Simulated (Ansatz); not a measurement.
# InAs wire along [100], 14 atoms a period, H-terminated: bands under strain

What gap, if any, does the InAs wire along [100], 14 atoms a period, H-terminated have, and how does it change under strain?

Calculated with Ansatz 0.2.0; DFT PBE, plane waves, PAW; relaxation of a wire's period, in the first sound run; inputs show where later runs differ.

## (1) Set-up

The cell holds 30 atoms: 7 In, 16 H and 7 As. Its edges and angles: a = 16.460 Å, b = 16.460 Å, c = 6.190 Å, α = 90.0°, β = 90.0°, γ = 90.0°. Vacuum lies along a and b. The structure's axis is c.

## (2) The relaxed wire

Band widths follow the bond lengths, so the wire is relaxed first. The atoms and the third cell vector are free; the box across stays fixed as vacuum. A Fermi-Dirac smearing is set since the result may be a metal. The pressure printed is a third of the stress's trace over the whole box, vacuum included; only the stress along the axis is relaxed.

input.yaml reads:

```yaml
crystal:
  lattice:
    - [16.46, 0.0, 0.0]
    - [0.0, 16.46, 0.0]
    - [0.0, 0.0, 6.19]
  atoms:
    - { symbol: In, position: [0.268996566, 0.64505975, 0.0] }
    - { symbol: In, position: [0.457028158, 0.457028158, 0.0] }
    - { symbol: In, position: [0.64505975, 0.64505975, 0.0] }
    - { symbol: H, position: [0.308644627, 0.308644627, 0.105429254] }
    - { symbol: H, position: [0.417380097, 0.79344328, 0.105429254] }
    - { symbol: H, position: [0.206561361, 0.582624544, 0.166023179] }
    - { symbol: H, position: [0.707494955, 0.707494955, 0.166023179] }
    - { symbol: As, position: [0.363012362, 0.363012362, 0.25] }
    - { symbol: As, position: [0.363012362, 0.739075546, 0.25] }
    - { symbol: As, position: [0.551043954, 0.551043954, 0.25] }
    - { symbol: H, position: [0.206561361, 0.519463363, 0.333976821] }
    - { symbol: H, position: [0.519463363, 0.206561361, 0.333976821] }
    - { symbol: H, position: [0.707494955, 0.394592953, 0.333976821] }
    - { symbol: H, position: [0.308644627, 0.79344328, 0.394570746] }
    - { symbol: In, position: [0.268996566, 0.457028158, 0.5] }
    - { symbol: In, position: [0.457028158, 0.268996566, 0.5] }
    - { symbol: In, position: [0.457028158, 0.64505975, 0.5] }
    - { symbol: In, position: [0.64505975, 0.457028158, 0.5] }
    - { symbol: H, position: [0.605411689, 0.79344328, 0.605429254] }
    - { symbol: H, position: [0.79344328, 0.605411689, 0.605429254] }
    - { symbol: H, position: [0.206561361, 0.394592953, 0.666023179] }
    - { symbol: H, position: [0.394592953, 0.206561361, 0.666023179] }
    - { symbol: As, position: [0.363012362, 0.551043954, 0.75] }
    - { symbol: As, position: [0.551043954, 0.363012362, 0.75] }
    - { symbol: As, position: [0.551043954, 0.739075546, 0.75] }
    - { symbol: As, position: [0.739075546, 0.551043954, 0.75] }
    - { symbol: H, position: [0.206561361, 0.707494955, 0.833976821] }
    - { symbol: H, position: [0.496676219, 0.79344328, 0.894570746] }
    - { symbol: H, position: [0.605411689, 0.308644627, 0.894570746] }
    - { symbol: H, position: [0.79344328, 0.496676219, 0.894570746] }
kpoints:
  mp_grid: { grid: [1, 1, 13] }
scf:
  occupations: { method: fermi_dirac, width: 0.05 }
hamiltonian:
  xc: pbe
relax:
  cell: { fix: [a, b, alpha, beta, gamma] }
  max_steps: 45
  f_tol: 0.03
```

Launch:

```
ansatz run input.yaml --threads 4 --pin off --max-ram 16384MiB --backend cpu --events-out ev --progress --plain --runs-dir out
```

Numbers of over 12 decimals in the logs are rounded to 6 here.

The program printed:

```text
Engine: ansatz 0.2.0, aarch64-unknown-linux-gnu
Pseudopotentials: kind: paw
Pseudopotential: In, paw, valence charge 13, recommended cutoff 420 eV (normal), In.paw.azcp
Pseudopotential: H, paw, valence charge 1, recommended cutoff 420 eV (normal), H.paw.azcp
Pseudopotential: As, paw, valence charge 15, recommended cutoff 420 eV (normal), As.paw.azcp
Functional definition: PBE
  parameter kappa = 0.804
  parameter beta = 0.066725
  exchange = pbe_x(kappa = kappa, mu = beta*pi^2/3)
  correlation = pbe_c(beta = beta)
Crystal: 30 atoms, lattice volume = 1677.067 Å³
Basis set: ecut = 420 eV, 32837 PW (Γ), exchange–correlation on 240×240×90 points (8 copies of the dense FFT grid, shifted against one another)
Bands: 136, of which v1, the nominal top of the filled ones, is band 106 counted from 1 (105 counted from 0)
Symmetry: 1 space group operations
Space group: P1 (ITA 1), of the structure as read, at distance tolerance 1.2e-4 Å
k-points: 7 of 13 (time reversal used)
Non-local potential: In, projectors of the file, l = 0: 2, l = 1: 2, l = 2: 2, l = 3: 2
Non-local potential: H, projectors of the file, l = 0: 2, l = 1: 1
Non-local potential: As, projectors of the file, l = 0: 2, l = 1: 2, l = 2: 3, l = 3: 1
PAW form: soft (Blöchl's): semilocal exchange-correlation on the pseudo side does not see the compensation charge
PAW one-centre angular grid: In, 590 points (default); XC on 64 Gauss nodes
PAW one-centre angular grid: H, 110 points (default); XC on 64 Gauss nodes
PAW one-centre angular grid: As, 590 points (default); XC on 64 Gauss nodes
Initial density: superposition of atomic densities (neutral atoms: chi_scale 0, normalization atom), corrected by the library's trained network
Initial wavefunctions: pseudopotential atomic-orbital guess
Functional: x = pbe(κ = 0.804, μ = 0.219515), c = pbe(β = 0.066725)
SCF iter   1: F=—  HF=-73427.160316 eV  |F-HF|=—  |Δ(HF+E_count)|=         —  Δρ=3.00e-3  dr2=9.75e-1  ethr=1.77e-3  ⟨swp⟩=6.7  Hψ=4167  notcnv=0  defer=69
preconditioner: auto → Resta (q_TF=auto, 1.933 Å⁻¹)  ε∞=1.7  [insulator: Δε(μ)=1.676 eV  Ē_g=13.225 eV  σ=0.050 eV  W_gap=1.00  n_scr=202 (ndim 8)  ℏωp=10.8 eV  f_vac=0.635  D(μ)=0.00/eV (n_scr^D=0)  ε∞_Penn≈1.7  vacuum switching on, ρ_ref=1.3e-2 e/Å³]
SCF iter   2: F=—  HF=-73426.931679 eV  |F-HF|=—  |Δ(HF+E_count)|=   2.29e-1  Δρ=1.84e-3  dr2=2.41e-1  ethr=4.60e-4  ⟨swp⟩=3.0  Hψ=1315  notcnv=0  defer=151
SCF iter   3: F=—  HF=-73426.893085 eV  |F-HF|=—  |Δ(HF+E_count)|=   3.86e-2  Δρ=6.88e-4  dr2=1.83e-2  ethr=1.14e-4  ⟨swp⟩=3.0  Hψ=1288  notcnv=0  defer=152
SCF iter   4: F=—  HF=-73426.892861 eV  |F-HF|=—  |Δ(HF+E_count)|=   2.24e-4  Δρ=3.31e-4  dr2=2.63e-3  ethr=8.64e-6  ⟨swp⟩=2.0  Hψ=943  notcnv=0  defer=152
SCF iter   5: F=—  HF=-73426.893716 eV  |F-HF|=—  |Δ(HF+E_count)|=   8.54e-4  Δρ=1.04e-4  dr2=4.26e-4  ethr=1.24e-6  ⟨swp⟩=2.0  Hψ=1367  notcnv=0  defer=152
SCF iter   6: F=—  HF=-73426.893743 eV  |F-HF|=—  |Δ(HF+E_count)|=   2.75e-5  Δρ=3.74e-5  dr2=4.53e-5  ethr=2.01e-7  ⟨swp⟩=2.0  Hψ=1437  notcnv=0  defer=152
SCF iter   7: F=—  HF=-73426.893673 eV  |F-HF|=—  |Δ(HF+E_count)|=   7.06e-5  Δρ=1.46e-5  dr2=4.33e-6  ethr=2.13e-8  ⟨swp⟩=2.0  Hψ=1080  notcnv=0  defer=152
SCF iter   8: F=—  HF=-73426.893676 eV  |F-HF|=—  |Δ(HF+E_count)|=   3.08e-6  Δρ=5.39e-6  dr2=5.43e-7  ethr=2.04e-9  ⟨swp⟩=2.0  Hψ=1437  notcnv=0  defer=152
SCF iter   9: F=-73426.893676 eV  HF=-73426.893676 eV  |F-HF|=4.94e-8  |Δ(HF+E_count)|=   6.74e-7  Δρ=1.56e-6  dr2=5.66e-8  ethr=4.72e-11  ⟨swp⟩=4.0  Hψ=2702  notcnv=0
SCF 1 converged in 9 iterations: F = -73426.893676 eV  dr2 = 5.66e-8
  greatest PAW one-centre occupation: 0.999 electrons in one spin orbital (limit 2), on the As atom at site 8 (counted from 0), in its partial waves of l = 2
relax step   1: F+E_penalty+E_count = -73426.89367649 eV  Δ(F+E_penalty+E_count) = +0.000e0 eV  max|allowed force component| = 1.274e0 eV/Å  Δτ_max = 0.0000 Å  P = -0.205 GPa  Ω = 1677.067 Å³  fix = [a, b, alpha, beta, gamma]  reactions: a -0.281, b -0.185 GPa; alpha -0.139, beta -0.232, gamma -0.019 GPa/rad  (9 SCF iters, dr2 threshold 1.00e-7 eV, accepted)
Crystal: 30 atoms, lattice volume = 1680.591 Å³
Basis set: ecut = 420 eV, 32973 PW (Γ), exchange–correlation on 240×240×90 points (8 copies of the dense FFT grid, shifted against one another)
Initial density: handed on by an earlier stage of this run
Initial wavefunctions: those handed on with the density
iter 1 solved again at ethr=2.49e-4 eV; its pass at ethr=3.10e-3 eV (dr2=5.28e-1 eV) is discarded
SCF iter   1: F=—  HF=-73428.135172 eV  |F-HF|=—  |Δ(HF+E_count)|=         —  Δρ=5.60e-3  dr2=5.29e-1  ethr=2.49e-4  ⟨swp⟩=5.0  Hψ=4338  notcnv=0
preconditioner: auto → Resta (q_TF=auto, 1.932 Å⁻¹)  ε∞=1.7  [insulator: Δε(μ)=1.710 eV  Ē_g=13.187 eV  σ=0.050 eV  W_gap=1.00  n_scr=202 (ndim 8)  ℏωp=10.8 eV  f_vac=0.634  D(μ)=0.00/eV (n_scr^D=0)  ε∞_Penn≈1.7  vacuum switching on, ρ_ref=1.3e-2 e/Å³]
SCF iter   2: F=—  HF=-73428.006315 eV  |F-HF|=—  |Δ(HF+E_count)|=   1.29e-1  Δρ=2.83e-3  dr2=9.36e-2  ethr=2.49e-4  ⟨swp⟩=7.1  Hψ=1740  notcnv=0  defer=1
SCF iter   3: F=—  HF=-73427.995293 eV  |F-HF|=—  |Δ(HF+E_count)|=   1.10e-2  Δρ=1.10e-3  dr2=2.82e-2  ethr=4.41e-5  ⟨swp⟩=2.7  Hψ=1385  notcnv=0  defer=153
SCF iter   4: F=—  HF=-73427.991529 eV  |F-HF|=—  |Δ(HF+E_count)|=   3.76e-3  Δρ=2.58e-4  dr2=1.73e-3  ethr=1.33e-5  ⟨swp⟩=2.0  Hψ=1056  notcnv=0  defer=153
SCF iter   5: F=—  HF=-73427.991431 eV  |F-HF|=—  |Δ(HF+E_count)|=   9.83e-5  Δρ=7.83e-5  dr2=1.37e-4  ethr=8.18e-7  ⟨swp⟩=2.0  Hψ=1589  notcnv=0  defer=153
SCF iter   6: F=—  HF=-73427.991449 eV  |F-HF|=—  |Δ(HF+E_count)|=   1.75e-5  Δρ=2.71e-5  dr2=2.01e-5  ethr=6.47e-8  ⟨swp⟩=2.0  Hψ=1485  notcnv=0  defer=153
SCF iter   7: F=—  HF=-73427.991453 eV  |F-HF|=—  |Δ(HF+E_count)|=   4.86e-6  Δρ=9.43e-6  dr2=3.87e-6  ethr=1.42e-9  ⟨swp⟩=4.6  Hψ=3100  notcnv=0
SCF iter   8: F=-73427.991454 eV  HF=-73427.991454 eV  |F-HF|=3.04e-8  |Δ(HF+E_count)|=   3.02e-7  Δρ=3.33e-6  dr2=3.36e-7  ethr=1.42e-9  ⟨swp⟩=4.0  Hψ=2652  notcnv=0
SCF 2 converged in 8 iterations: F = -73427.991454 eV  dr2 = 3.36e-7
relax step   2: F+E_penalty+E_count = -73427.99145368 eV  Δ(F+E_penalty+E_count) = -1.098e0 eV  max|allowed force component| = 4.046e-1 eV/Å  Δτ_max = 0.1946 Å  P = -0.038 GPa  Ω = 1680.591 Å³  energy of the carried Pulay correction = -5.474e-4 eV  fix = [a, b, alpha, beta, gamma]  reactions: a -0.095, b -0.097 GPa; alpha +0.039, beta +0.003, gamma -0.038 GPa/rad  (8 SCF iters, dr2 threshold 3.00e-6 eV, accepted)
Crystal: 30 atoms, lattice volume = 1685.615 Å³
[...]
Initial wavefunctions: pseudopotential atomic-orbital guess (no wavefunctions were taken with the density)
iter 1 solved again at ethr=6.58e-8 eV; its pass at ethr=3.10e-3 eV (dr2=1.39e-4 eV) is discarded
SCF iter   1: F=—  HF=-73428.559341 eV  |F-HF|=—  |Δ(HF+E_count)|=         —  Δρ=5.94e-5  dr2=3.25e-6  ethr=6.58e-8  ⟨swp⟩=3.4  Hψ=6996  notcnv=0
preconditioner: auto → Resta (q_TF=auto, 1.926 Å⁻¹)  ε∞=1.6  [insulator: Δε(μ)=2.557 eV  Ē_g=13.290 eV  σ=0.050 eV  W_gap=1.00  n_scr=202 (ndim 8)  ℏωp=10.7 eV  f_vac=0.639  D(μ)=0.00/eV (n_scr^D=0)  ε∞_Penn≈1.6  vacuum switching on, ρ_ref=1.3e-2 e/Å³]
SCF iter   2: F=—  HF=-73428.562871 eV  |F-HF|=—  |Δ(HF+E_count)|=   3.53e-3  Δρ=2.97e-5  dr2=7.70e-7  ethr=1.53e-9  ⟨swp⟩=3.0  Hψ=1699  notcnv=0
SCF iter   3: F=—  HF=-73428.564515 eV  |F-HF|=—  |Δ(HF+E_count)|=   1.64e-3  Δρ=5.38e-6  dr2=1.34e-7  ethr=3.63e-10  ⟨swp⟩=3.6  Hψ=1813  notcnv=0
SCF iter   4: F=—  HF=-73428.564599 eV  |F-HF|=—  |Δ(HF+E_count)|=   8.48e-5  Δρ=1.09e-6  dr2=2.01e-8  ethr=6.33e-11  ⟨swp⟩=2.3  Hψ=1738  notcnv=0
SCF iter   5: F=—  HF=-73428.564605 eV  |F-HF|=—  |Δ(HF+E_count)|=   5.13e-6  Δρ=2.84e-7  dr2=2.11e-9  ethr=9.49e-12  ⟨swp⟩=2.4  Hψ=1225  notcnv=0
SCF iter   6: F=—  HF=-73428.564605 eV  |F-HF|=—  |Δ(HF+E_count)|=   1.60e-7  Δρ=1.10e-7  dr2=4.17e-10  ethr=1.00e-12  ⟨swp⟩=2.0  Hψ=1488  notcnv=0
SCF iter   7: F=-73428.564605 eV  HF=-73428.564605 eV  |F-HF|=4.38e-9  |Δ(HF+E_count)|=   5.24e-9  Δρ=3.29e-8  dr2=1.68e-11  ethr=1.00e-12  ⟨swp⟩=4.0  Hψ=2695  notcnv=0
SCF 15 converged in 7 iterations: F = -73428.564605 eV  dr2 = 1.68e-11
relax step  15: F+E_penalty+E_count = -73428.56460471 eV  Δ(F+E_penalty+E_count) = -6.120e-3 eV  max|allowed force component| = 1.718e-2 eV/Å  Δτ_max = 0.0000 Å  P = -0.005 GPa  Ω = 1712.768 Å³  fix = [a, b, alpha, beta, gamma]  reactions: a -0.006, b -0.011 GPa; alpha -0.002, beta -0.001, gamma +0.001 GPa/rad  stress off target by 2.22e-3 GPa on what of the cell is left free  SCF on the basis re-selected at this cell (its energy is not comparable with the rows above)  (7 SCF iters)
basis re-selected at this cell: Δ(F+E_penalty+E_count) = -6.120e-3 eV, ΔP = +0.002 GPa vs the last step (what re-selecting the basis moved, of the pressure what is left beyond the Pulay correction that the steps carried, after the strain that the cell walked since its last selection, with what the two solves' SCF thresholds leave and, on support functions, any second-order correction that the steps lacked; it is no m [...]
SCF converged after 7 iterations
Free energy (F): -73428.564605 eV
Harris-Foulkes:  -73428.564605 eV  (|F-HF|=4.38e-9)
Internal energy: -73428.564605 eV  (E = F + TS)
E sigma→0 (E₀):  -73428.564605 eV
Fermi energy:    -1.352618 eV
--- Per-component energies (eV) ---
  E_band       = -4166.643500
  E_kinetic    = 2622.446455
  E_local      = -89779.844930  (includes V_loc(G=0)·N_el)
  E_nonlocal   = -2098.666903
  E_hartree    = 43513.574872
  E_xc         = -2192.576323
  E_vxc        = -1418.107722  (∫ρ·V_xc dr)
  E_paw        = -41944.960385  (= ΣΔE_a)
  E_vpaw       = -519.602047  (= ΣTr[D̂ρ^β])
  E_aug_tail   = -0.018111  (compensation charges beyond the density's cutoff)
  E_ewald      = 16451.480721
  E_smearing   = -0.000000  (= −TS)
  E_closure    = 0.000000  (closes the sum)
  Σ components = -73428.564605   (vs F -73428.564605, Δ=0.00e0)
--- Forces (eV/Å), atoms counted from 1 ---
  atom   1  In    -0.00971907    -0.00465412    -0.00035854
  atom   2  In    -0.00001230     0.00073421     0.00405848
  atom   3  In     0.00567794    -0.00126160     0.00289534
  atom   4  H      0.00008738    -0.00308809     0.00496018
  atom   5  H     -0.00034569    -0.00115092    -0.00245424
  atom   6  H      0.00636502     0.00420548    -0.00378279
  atom   7  H     -0.00639249    -0.00080095    -0.00015988
  atom   8  As     0.00007349     0.00121594    -0.00171303
  atom   9  As     0.00018235     0.00141267     0.01718076
  atom  10  As     0.00120581     0.00263581     0.01098900
  atom  11  H      0.00419015    -0.00232127    -0.00016593
  atom  12  H     -0.00704769     0.00807213     0.00616607
  atom  13  H      0.00261730     0.00004238     0.00268653
  atom  14  H     -0.00196431     0.00523261    -0.00347656
  atom  15  In    -0.00823615     0.00600845    -0.00337147
  atom  16  In     0.00575684    -0.01489461    -0.00108483
  atom  17  In    -0.00272360    -0.00138008    -0.00895263
  atom  18  In     0.00501821     0.00452627    -0.00586205
  atom  19  H     -0.00212827     0.00013871     0.00308519
  atom  20  H     -0.00092674    -0.00466844    -0.00083553
  atom  21  H      0.00548068     0.00637795    -0.00723278
  atom  22  H      0.00344889     0.00669311    -0.00375392
  atom  23  As    -0.00379981    -0.00304137     0.00441194
  atom  24  As    -0.00436977    -0.00481010    -0.00331773
  atom  25  As     0.00656618     0.00242023    -0.00226065
  atom  26  As     0.00336539    -0.00318735    -0.00760177
  atom  27  H      0.00242189    -0.00832353     0.00208268
  atom  28  H      0.00162378    -0.00267933    -0.00358209
  atom  29  H     -0.00029528     0.00307688    -0.00002519
  atom  30  H     -0.00611981     0.00346947     0.00147519
  max |Σ_I F_I| component: 5.41e-7 eV/Å
--- Stress (GPa, compression-positive) ---
       -0.006265      -0.000590       0.001486
       -0.000590      -0.010730       0.002152
        0.001486       0.002152       0.002221
  P = ⅓ Tr σ = -0.0049 GPa (-0.049 kbar)
--- Relaxed structure (14 steps of the walk, 12 accepted, 1 SCFs on fresh bases) ---
  F+E_penalty+E_count = -73428.56460471 eV   max|allowed force component| = 1.718e-2 eV/Å   (the final SCF, on the basis selected at the relaxed cell)
  cell:  # Å, volume = 1712.7677 Å³
    - [16.46, 0, 0]
    - [0, 16.46, 0]
    - [0, 0, 6.321772]
  atoms:
    - { symbol: In, position: [0.258786, 0.665887, -0.077316] }
    - { symbol: In, position: [0.450864, 0.458469, 0.00559933] }
    - { symbol: In, position: [0.644895, 0.652228, 0.052495] }
    - { symbol: H, position: [0.321016, 0.319058, 0.129678] }
    - { symbol: H, position: [0.418443, 0.785798, 0.168389] }
    - { symbol: H, position: [0.177827, 0.625841, 0.061716] }
    - { symbol: H, position: [0.706198, 0.721002, 0.186600] }
    - { symbol: As, position: [0.372046, 0.368168, 0.285538] }
    - { symbol: As, position: [0.358801, 0.721900, 0.247209] }
    - { symbol: As, position: [0.550666, 0.548383, 0.255543] }
    - { symbol: H, position: [0.200316, 0.508114, 0.365582] }
    - { symbol: H, position: [0.544037, 0.224261, 0.305555] }
    - { symbol: H, position: [0.718679, 0.400219, 0.354101] }
    - { symbol: H, position: [0.313824, 0.777782, 0.398762] }
    - { symbol: In, position: [0.257801, 0.444624, 0.525629] }
    - { symbol: In, position: [0.466125, 0.254413, 0.473966] }
    - { symbol: In, position: [0.447786, 0.627341, 0.504982] }
    - { symbol: In, position: [0.642159, 0.449487, 0.493996] }
    - { symbol: H, position: [0.603894, 0.772570, 0.613086] }
    - { symbol: H, position: [0.785338, 0.601692, 0.663358] }
    - { symbol: H, position: [0.224198, 0.371883, 0.704467] }
    - { symbol: H, position: [0.405107, 0.193574, 0.631507] }
    - { symbol: As, position: [0.353355, 0.547100, 0.761892] }
    - { symbol: As, position: [0.538354, 0.368315, 0.732862] }
    - { symbol: As, position: [0.548593, 0.721001, 0.751782] }
    - { symbol: As, position: [0.719197, 0.552766, 0.773474] }
    - { symbol: H, position: [0.259867, 0.747106, 0.746480] }
    - { symbol: H, position: [0.502728, 0.791816, 0.849905] }
    - { symbol: H, position: [0.597127, 0.322960, 0.877487] }
    - { symbol: H, position: [0.776761, 0.501348, 0.905677] }
```

Elapsed: 13 min, on 4 threads of Arm Neoverse V1, shared host; peak memory 4.5 GiB.

The steps of the relaxation:

```csv
step,energy less that of the first step (eV),largest force component (eV/Å),pressure (GPa),volume (Å³)
1,0.0000,1.2737,-0.20,1677.07
2,-1.0978,0.4046,-0.04,1680.59
3,-1.4278,0.1802,-0.06,1685.62
4,-1.5535,0.1372,-0.04,1693.31
5,-1.6082,0.0921,-0.02,1695.41
6,-1.6358,0.0900,-0.01,1697.85
7,-1.6516,0.0892,-0.02,1701.43
8,-1.6586,0.0835,0.01,1704.76
9,-1.6560,0.1869,-0.03,1709.28
10,-1.6296,0.2891,-0.02,1713.48
11,-1.6619,0.0201,0.00,1707.47
12,-1.6628,0.0401,-0.01,1710.91
13,-1.6640,0.0472,-0.02,1713.04
14,-1.6648,0.0171,-0.01,1712.77
15*,-1.6709,0.0172,0.00,1712.77
```

Relaxation steps marked * repeat the geometry before them on a plane-wave basis chosen anew for their cell, so energy and pressure can jump there. Relaxation steps 9, 10 were tried and not accepted.

```csv
cell as run,before,after,change
c (Å),6.190,6.322,+2.1 %
```

The atoms that moved most (Å, along periodic axes as changes of fractional coordinates times the final cell, across vacuum about the mean position):

```csv
atom,dx,dy,dz,length
H27,0.877,0.652,-0.553,1.225
H6,-0.473,0.711,-0.659,1.079
In1,-0.168,0.343,-0.489,0.620
H21,0.290,-0.374,0.243,0.532
H12,0.404,0.291,-0.180,0.530
H5,0.017,-0.126,0.398,0.418
H20,-0.133,-0.061,0.366,0.395
As26,-0.327,0.028,0.148,0.360
```

The relaxed structure:

```cif
data_structure
_symmetry_space_group_name_H-M 'P 1'
_symmetry_Int_Tables_number 1
_cell_length_a 16.4600
_cell_length_b 16.4600
_cell_length_c 6.3218
_cell_angle_alpha 90.000
_cell_angle_beta 90.000
_cell_angle_gamma 90.000
_cell_volume 1712.77
loop_
_atom_site_label
_atom_site_type_symbol
_atom_site_fract_x
_atom_site_fract_y
_atom_site_fract_z
_atom_site_occupancy
In1 In 0.25879 0.66589 0.92268 1
In2 In 0.45086 0.45847 0.00560 1
In3 In 0.64489 0.65223 0.05250 1
H4 H 0.32102 0.31906 0.12968 1
H5 H 0.41844 0.78580 0.16839 1
H6 H 0.17783 0.62584 0.06172 1
H7 H 0.70620 0.72100 0.18660 1
As8 As 0.37205 0.36817 0.28554 1
As9 As 0.35880 0.72190 0.24721 1
As10 As 0.55067 0.54838 0.25554 1
H11 H 0.20032 0.50811 0.36558 1
H12 H 0.54404 0.22426 0.30556 1
H13 H 0.71868 0.40022 0.35410 1
H14 H 0.31382 0.77778 0.39876 1
In15 In 0.25780 0.44462 0.52563 1
In16 In 0.46613 0.25441 0.47397 1
In17 In 0.44779 0.62734 0.50498 1
In18 In 0.64216 0.44949 0.49400 1
H19 H 0.60389 0.77257 0.61309 1
H20 H 0.78534 0.60169 0.66336 1
H21 H 0.22420 0.37188 0.70447 1
H22 H 0.40511 0.19357 0.63151 1
As23 As 0.35335 0.54710 0.76189 1
As24 As 0.53835 0.36831 0.73286 1
As25 As 0.54859 0.72100 0.75178 1
As26 As 0.71920 0.55277 0.77347 1
H27 H 0.25987 0.74711 0.74648 1
H28 H 0.50273 0.79182 0.84990 1
H29 H 0.59713 0.32296 0.87749 1
H30 H 0.77676 0.50135 0.90568 1
```

Numbers from this step:

```
cell length along the wire : 6.322 Å
```

The cell's length comes to 6.322 Å with spin left out.

(Continued in part 2 of 3.)

[Logs are printed without paths, hosts, clocks, repeated set-up lines and the standing remarks that a program may print on its own settings, such as how far it seeks lower states.]

[Hosts, paths, dates, database ids (printed as entryN), source tags and the programs' standing remarks are cut or masked in the printed files.]
